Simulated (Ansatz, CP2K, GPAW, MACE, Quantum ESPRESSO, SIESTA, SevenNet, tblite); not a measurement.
## Quantum ESPRESSO runs on twisted graphene double bilayer, 27.80° (104 atoms)

Wanted: Quantum ESPRESSO inputs and outputs for twisted graphene double bilayer, 27.80° (104 atoms), checked against a plane-wave reference.

Main program and level: Quantum ESPRESSO 7.5; the method is named at each step.

**1. Set-up**

The cell holds 104 atoms: 104 C. Cell: a = 8.870 Å, b = 8.870 Å, c = 24.180 Å, α = 90.0°, β = 90.0°, γ = 120.0°. It derives from C (graphene). Graphene (a = 2.46 Å) under graphene (a = 2.46 Å), double bilayer, commensurate cell of 13 unit cells a layer, twist 27.80 deg; facing planes 3.33, 3.52, 3.33 Å apart as built; 14 Å of vacuum; minimised with a classical potential. Then every atom was moved at random, 0.05 Å r.m.s. a Cartesian component. Regions: layer 1, 26 atoms (26 C); layer 2, 26 atoms (26 C); layer 3, 26 atoms (26 C); layer 4, 26 atoms (26 C). Vacuum lies along c.

The yardstick, on the same geometry:

| Quantity | Value |
| --- | --- |
| method | Kohn-Sham DFT, PBE, PAW, plane waves (Ansatz 0.2.0); cutoff 420 eV, Γ point, fermi-dirac smearing of 0.05 eV; PAW set soft_2 |
| r.m.s. force component | 2.963 eV/Å |
| longest force | 12.69 eV/Å |
| SCF cycles | 9 |
| time | 9.9 s on 8 threads of Arm Neoverse V2, shared host |
| CPU time | 73 s |

**2. PBE, sssp-1.3.0-efficiency, 45/360 Ry**

Method: Kohn-Sham DFT, PBE, SSSP efficiency 1.3.0 pseudopotentials, plane waves.

The input, pw.in:

```
&control
  calculation = 'scf'
  pseudo_dir = './pseudo'
  outdir = './tmp'
  disk_io = 'none'
  tprnfor = .true.
/
&system
  ibrav = 0
  nat = 104
  ntyp = 1
  ecutwfc = 45
  ecutrho = 360
  nosym = .true.
  occupations = 'smearing'
  smearing = 'fd'
  degauss = 0.003675
/
&electrons
  conv_thr = 5.2e-07
  electron_maxstep = 100
  mixing_beta = 0.2
  mixing_mode = 'local-TF'
  diagonalization = 'david'
/
ATOMIC_SPECIES
C 12.011 C.upf
CELL_PARAMETERS angstrom
8.86970 0.00000 0.00000
-4.43485 7.68139 0.00000
0.00000 0.00000 24.18000
ATOMIC_POSITIONS crystal
C 0.12467 0.18718 0.29057
C 0.17930 0.05690 0.29065
C 0.19462 0.47171 0.29176
C 0.25817 0.35933 0.28701
C 0.28966 0.80749 0.29229
C 0.32597 0.65879 0.29311
C 0.36150 0.10445 0.29141
C 0.42372 0.98998 0.29242
C 0.44143 0.41324 0.28808
C 0.47384 0.27795 0.28733
C 0.51650 0.71831 0.29081
C 0.55923 0.58396 0.29090
C 0.59540 0.03441 0.29013
C 0.63318 0.88722 0.29019
C 0.67076 0.33341 0.29037
C 0.71423 0.20823 0.29155
C 0.73257 0.63026 0.28973
C 0.79494 0.51215 0.29217
C 0.82039 0.95071 0.28617
C 0.85722 0.81374 0.28909
C 0.88678 0.25185 0.28985
C 0.95392 0.14063 0.29038
C 0.97772 0.56808 0.29059
C 0.02931 0.43353 0.29085
C 0.04853 0.87588 0.28763
C 0.11201 0.74573 0.29401
C 0.25916 0.35085 0.43217
C 0.30431 0.22654 0.43247
C 0.33011 0.66691 0.43204
C 0.37763 0.53294 0.42972
C 0.42303 0.97872 0.43116
C 0.45949 0.85285 0.42816
C 0.48544 0.28151 0.42847
C 0.54241 0.14786 0.42680
C 0.56012 0.58840 0.42933
C 0.61541 0.46265 0.42980
C 0.63554 0.89904 0.42872
C 0.68929 0.76994 0.43087
C 0.72389 0.22014 0.42681
C 0.76896 0.08454 0.42992
C 0.79466 0.49959 0.43155
C 0.85476 0.37715 0.43310
C 0.87016 0.81604 0.43467
C 0.92205 0.68512 0.43284
C 0.95537 0.13381 0.42700
C 0.99468 0.99374 0.43252
C 0.02422 0.43464 0.43391
C 0.07421 0.31238 0.43220
C 0.09375 0.74899 0.43021
C 0.15541 0.61975 0.43325
C 0.18213 0.05739 0.42924
C 0.23557 0.92208 0.42970
C 0.74694 0.09914 0.57401
C 0.78770 0.27678 0.56513
C 0.66210 0.34603 0.57143
C 0.71613 0.51557 0.56846
[... 44 atom lines left out ...]
C 0.78757 0.27827 0.70795
C 0.84171 0.45871 0.70953
C 0.71603 0.50859 0.70943
C 0.77677 0.69961 0.71134
K_POINTS gamma
```

The run is started by

```console
> OMP_NUM_THREADS=1 mpirun -np 4 pw.x -in pw.in > output.txt
```

What it wrote:

```text
Program PWSCF
     gamma-point specific algorithms are used
     one sub-group per band group will be used
     scalapack distributed-memory algorithm (size of sub-group:  2*  2 procs)
     Parallelization info
     sticks:   dense  smooth     PW     G-vecs:    dense   smooth      PW
     Min        1740     865    214               320564   113219   14118
     Max        1741     866    216               320595   113262   14140
     Sum        6961    3463    859              1282319   452985   56515
     bravais-lattice index     =            0
     lattice parameter (alat)  =      16.7613  a.u.
     unit-cell volume          =   11117.3594 (a.u.)^3
     number of atoms/cell      =          104
     number of atomic types    =            1
     number of electrons       =       416.00
     number of Kohn-Sham states=          250
     kinetic-energy cutoff     =      45.0000  Ry
     charge density cutoff     =     360.0000  Ry
     scf convergence threshold =      5.2E-07
     mixing beta               =       0.2000
     number of iterations used =            8  local-TF  mixing
     Exchange-correlation= SLA  PW   PBX  PBC
                           (   1   4   3   4   0   0   0)
     crystal axes: (cart. coord. in units of alat)
               a(1) = (   1.000000   0.000000   0.000000 )
               a(2) = (  -0.500000   0.866026   0.000000 )
               a(3) = (   0.000000   0.000000   2.726135 )
     reciprocal axes: (cart. coord. in units 2 pi/alat)
               b(1) = (  1.000000  0.577350 -0.000000 )
               b(2) = (  0.000000  1.154700  0.000000 )
               b(3) = (  0.000000 -0.000000  0.366820 )
     PseudoPot. # 1 for C :
     Pseudo is Projector augmented-wave + core cor, Zval =  4.0
     atomic species   valence    mass     pseudopotential
     C                 4.00    12.01100     C ( 1.00)
     No symmetry found
   Cartesian axes
     number of k points=     1  Fermi-Dirac smearing, width (Ry)=  0.0037
                       cart. coord. in units 2pi/alat
        k(    1) = (   0.0000000   0.0000000   0.0000000), wk =   2.0000000
     Dense  grid:   641160 G-vectors     FFT dimensions: ( 108, 108, 288)
     Smooth grid:   226493 G-vectors     FFT dimensions: (  72,  72, 200)
     Check: negative core charge=   -0.000008
     Initial potential from superposition of free atoms
     starting charge     415.9957, renormalised to     416.0000
     negative rho (up, down):  1.636E-03 0.000E+00
     Starting wfcs are  416 randomized atomic wfcs
     Self-consistent Calculation
     iteration #  1     ecut=    45.00 Ry     beta= 0.20
     negative rho (up, down):  2.364E-05 0.000E+00
     total energy              =   -1920.04209022 Ry
     estimated scf accuracy    <      10.29546909 Ry
     iteration #  2     ecut=    45.00 Ry     beta= 0.20
     negative rho (up, down):  6.191E-08 0.000E+00
     total energy              =   -1915.10084840 Ry
     estimated scf accuracy    <       8.09167043 Ry
     iteration #  3     ecut=    45.00 Ry     beta= 0.20
     total energy              =   -1916.57285885 Ry
     estimated scf accuracy    <       0.77682662 Ry
     iteration #  4     ecut=    45.00 Ry     beta= 0.20
     total energy              =   -1916.57185268 Ry
     estimated scf accuracy    <       0.46775629 Ry
     iteration #  5     ecut=    45.00 Ry     beta= 0.20
     total energy              =   -1916.59267688 Ry
     estimated scf accuracy    <       0.15908441 Ry
     iteration #  6     ecut=    45.00 Ry     beta= 0.20
     total energy              =   -1916.56081691 Ry
     estimated scf accuracy    <       0.11488970 Ry
[...]
negative rho (up, down):  2.566E-04 0.000E+00
[...]
negative rho (up, down):  8.039E-02 0.000E+00
[...]
negative rho (up, down):  1.567E-02 0.000E+00
[...]
c_bands:  1 eigenvalues not converged
[...]
total energy              =   -1916.54142149 Ry
[...]
iteration # 28     ecut=    45.00 Ry     beta= 0.20
[...]
total energy              =   -1916.54142145 Ry
     estimated scf accuracy    <       0.00000066 Ry
     iteration # 29     ecut=    45.00 Ry     beta= 0.20
     negative rho (up, down):  3.541E-03 0.000E+00
     total energy              =   -1916.54142142 Ry
     estimated scf accuracy    <       0.00000054 Ry
     iteration # 30     ecut=    45.00 Ry     beta= 0.20
     negative rho (up, down):  3.470E-03 0.000E+00
     End of self-consistent calculation
          k = 0.0000 0.0000 0.0000 ( 28258 PWs)   bands (ev):
   -17.7247 -17.6512 -17.5649 -17.4978 -16.2464 -16.2392 -16.1793 -16.1300
   -16.1066 -16.0638 -16.0112 -15.9508 -15.8956 -15.8886 -15.8406 -15.7935
   -15.7801 -15.6731 -15.6369 -15.5773 -15.5733 -15.5196 -15.5020 -15.4925
   -15.4574 -15.3557 -15.3376 -15.2910 -12.9062 -12.8821 -12.7411 -12.7027
   -12.6752 -12.6136 -12.5901 -12.5431 -12.5139 -12.4765 -12.4366 -12.3996
   -12.3518 -12.3052 -12.2717 -12.2486 -12.2279 -12.2076 -12.1824 -12.1381
[...]
3.9976   4.0719   4.1123   4.2344   4.2569   4.3571   4.4295   4.5542
     5.3333   5.5578   6.2731   7.1292   7.5483   7.6113   7.7133   7.7386
     7.7655   7.7684   7.7974   7.8947   7.9193   7.9376   7.9650   7.9706
     7.9887   7.9961
     the Fermi energy is     1.8159 ev
!    total energy              =   -1916.54142098 Ry
     total all-electron energy =     -7924.007595 Ry
     estimated scf accuracy    <       0.00000049 Ry
     smearing contrib. (-TS)   =      -0.00000000 Ry
     internal energy E=F+TS    =   -1916.54142098 Ry
     The total energy is F=E-TS. E is the sum of the following terms:
     one-electron contribution =  -14462.59860362 Ry
     hartree contribution      =    7373.96962977 Ry
     xc contribution           =    -483.37217854 Ry
     ewald contribution        =    6296.92882109 Ry
     one-center paw contrib.   =    -641.46908969 Ry
     convergence has been achieved in  30 iterations
     negative rho (up, down):  3.470E-03 0.000E+00
     Forces acting on atoms (cartesian axes, Ry/au):
     atom    1 type  1   force =     0.16044828   -0.04113877   -0.02525405
     atom    2 type  1   force =    -0.02880695   -0.07612456   -0.01250805
     atom    3 type  1   force =     0.10746953    0.22669236   -0.01470114
     atom    4 type  1   force =     0.01493896   -0.01003479    0.03742169
     atom    5 type  1   force =     0.09193634   -0.12681647    0.02178521
     atom    6 type  1   force =     0.03776782    0.11003655   -0.01718402
[...]
atom  102 type  1   force =     0.04172822    0.00226523   -0.01033638
     atom  103 type  1   force =    -0.00110133    0.13281188   -0.01364904
     atom  104 type  1   force =    -0.13849463   -0.17512971   -0.01901472
     Total force =     2.039625     Total SCF correction =     0.001825
     Message from routine punch:
     Nothing written, as per user request (disk_io='none')
```

Run time: 3.6 min. Hardware: 4 MPI ranks of Arm Neoverse V2, shared host; peak memory 4.3 GiB; 14 min of CPU time.

Banners, paths, timers and routine set-up lines are dropped from the logs unmarked, and long logs keep their key lines alone; longer cuts are marked.

Against the reference:

| Item | Value |
| --- | --- |
| r.m.s. force component | 2.969 eV/Å |
| r.m.s. difference of force components | 6.991 meV/Å |
| longest difference of force vectors | 36.12 meV/Å |
| force difference over r.m.s. force | 0.2359 % |
| slope of forces against the reference's | 1.002 |
| correlation of force components | 1 |

The surroundings of C98, which bears the longest force, nearest first, numbered as they follow in the input and with coordinates relative to it.

```
atom      x      y      z  distance (Å)  bonds     Fx      Fy  Fz (eV/Å)
 C98   0.00   0.00   0.00          0.00      3  -7.56  -10.24       0.26
 C95   0.94   0.82  -0.03          1.25      3   7.59    6.34       0.26
 C79  -1.48   0.28   0.03          1.50      3   8.16   -4.39      -0.39
 C97   0.27  -1.59   0.01          1.61      3   4.82    6.55       0.08
 C80  -1.73   1.53   0.00          2.31      3  -4.00    9.68       0.92
 C96   0.67   2.24   0.03          2.34      3  -3.04   -0.27      -1.15
 C90   2.36   0.44  -0.04          2.40      3   1.16    0.72       0.55
 C92  -2.31  -0.74  -0.09          2.43      3  -6.53   -3.00       0.97
C104   1.72  -1.87   0.05          2.54      3  -3.56   -4.50      -0.49
 C86  -0.72  -2.49  -0.01          2.59      3   0.66   -4.00      -0.09
C101  -0.75   2.58  -0.03          2.69      3   2.66   -0.52       0.64
```

Forces lie 0.24 % from the reference's, at 12 times its CPU time (on 4 against 8 cores).

**3. PBE, gbrv-1.5, 40/200 Ry**

Method: Kohn-Sham DFT, PBE, GBRV 1.5 ultrasoft pseudopotentials, plane waves.

The pseudopotential files are exchanged too: ./pseudo now holds the set gbrv-pbe-1.5.

pw.in, as its differences from that of step 2:

```diff
@@ -11,4 +11,4 @@
   ntyp = 1
-  ecutwfc = 45
-  ecutrho = 360
+  ecutwfc = 40
+  ecutrho = 200
   nosym = .true.
```

What it wrote:

```text
[banner, memory and clock lines left out]
Program PWSCF
     gamma-point specific algorithms are used
     one sub-group per band group will be used
     bravais-lattice index     =            0
[... lines left out ...]
     number of electrons       =       416.00
[... lines left out ...]
     scf convergence threshold =      5.2E-07
[... lines left out ...]
     number of k points=     1  Fermi-Dirac smearing, width (Ry)=  0.0037
[... lines left out ...]
     total energy              =   -1196.88258570 Ry
[... lines left out ...]
     total energy              =   -1191.95342791 Ry
[... lines left out ...]
     total energy              =   -1193.42318285 Ry
[... lines left out ...]
     total energy              =   -1193.41342352 Ry
[... lines left out ...]
     total energy              =   -1193.41342338 Ry
[... lines left out ...]
     5.4481   5.6311   6.4330   7.1919   7.6271   7.6516   7.7596   7.8188
     7.8416   7.8450   7.8807   7.9573   7.9634   7.9852   8.0195   8.0283
     8.0450   8.0564
     the Fermi energy is     1.8656 ev
!    total energy              =   -1193.41342312 Ry
     estimated scf accuracy    <       0.00000042 Ry
     smearing contrib. (-TS)   =      -0.00000000 Ry
     internal energy E=F+TS    =   -1193.41342312 Ry
     The total energy is F=E-TS. E is the sum of the following terms:
     one-electron contribution =  -14485.00944262 Ry
     hartree contribution      =    7373.59345672 Ry
     xc contribution           =    -378.92625975 Ry
     ewald contribution        =    6296.92882253 Ry
     convergence has been achieved in  31 iterations
     negative rho (up, down):  1.598E-03 0.000E+00
     Forces acting on atoms (cartesian axes, Ry/au):
     atom    1 type  1   force =     0.16082376   -0.04109867   -0.02521862
     atom    2 type  1   force =    -0.02840167   -0.07513135   -0.01241188
     atom    3 type  1   force =     0.10848876    0.22671307   -0.01483989
[...]
atom  103 type  1   force =    -0.00119081    0.13326251   -0.01384780
     atom  104 type  1   force =    -0.13874294   -0.17542058   -0.01894261
     Total force =     2.048134     Total SCF correction =     0.001565
     Message from routine punch:
     Nothing written, as per user request (disk_io='none')
```

Wall time 2.6 min (4 MPI ranks); peak memory 2.1 GiB.

Compared with the plane-wave run:

```yaml
r_m_s_force_component: 2.981 eV/Å
r_m_s_difference_of_force_components: 23.91 meV/Å
longest_difference_of_force_vectors: 180.8 meV/Å
force_difference_over_r_m_s_force: 0.8068 %
slope_of_forces_against_the_reference_s: 1.006
correlation_of_force_components: 1
```

Against the first run (0.24 %), the force difference from the reference is 0.81 %, at 0.73 times the CPU time.

**4. Side by side**

Differences are against the plane-wave reference, forces as r.m.s. over components; share is that over the reference's r.m.s. force, slope the least-squares factor from reference forces to these. Total energies of different programs have different zeros and aren't compared.

```csv
run,"Δ force, r.m.s. (meV/Å)",share (%),slope,cores,CPU time,memory (GiB)
reference,-,-,-,8,73 s,1.7
"QE PBE, sssp-1.3.0-efficiency, 45/360 Ry",6.99,0.236,1.002,4,14 min,4.3
"QE PBE, gbrv-1.5, 40/200 Ry",23.9,0.807,1.006,4,10 min,2.1
```

CPU time is summed over cores on a shared host, where runs went side by side, so it is rough. Symmetry, cutoffs, thresholds, outputs and thread counts weren't matched or tuned between programs; memory under MPI is the largest rank's times the ranks.

**5. Outcome**

```yaml
nearest_in_forces: QE PBE, sssp-1.3.0-efficiency, 45/360 Ry, 0.24 %
its_cpu_time: 14 min
```

PBE on plane waves or a grid with other potentials, cutoffs or grids differs from the reference by 0.24 % (QE PBE, sssp-1.3.0-efficiency, 45/360 Ry) to 0.81 % (QE PBE, gbrv-1.5, 40/200 Ry) of the r.m.s. force; this holds the reference's own error, so differences of a few per cent don't tell which side is nearer the exact PBE result (QE's 45 Ry are 612 eV, against the reference's 420 eV). None of the electronic-structure runs in the table takes under half the reference's CPU time of 73 s; they take 8.7 to 12 times as much. The reference's PBE has no dispersion term, which matters for the binding between molecules or layers. One k-point is far too coarse for the carbon or group-IV sheet, and it can put spurious forces of up to about 1 eV/Å on the sheet's atoms. The electronic-structure runs sample only Γ, in a cell whose shortest periodic width is 8 Å.

[Also dropped from logs without a mark: logging warnings of Python, and SIESTA's first energy breakdown and zero terms.]

[Logs are printed without paths, hosts, clocks, repeated set-up lines and the standing remarks that a program may print on its own settings, such as how far it seeks lower states.]

[Hosts, paths, dates, database ids (printed as entryN), source tags and the programs' standing remarks are cut or masked in the printed files.]
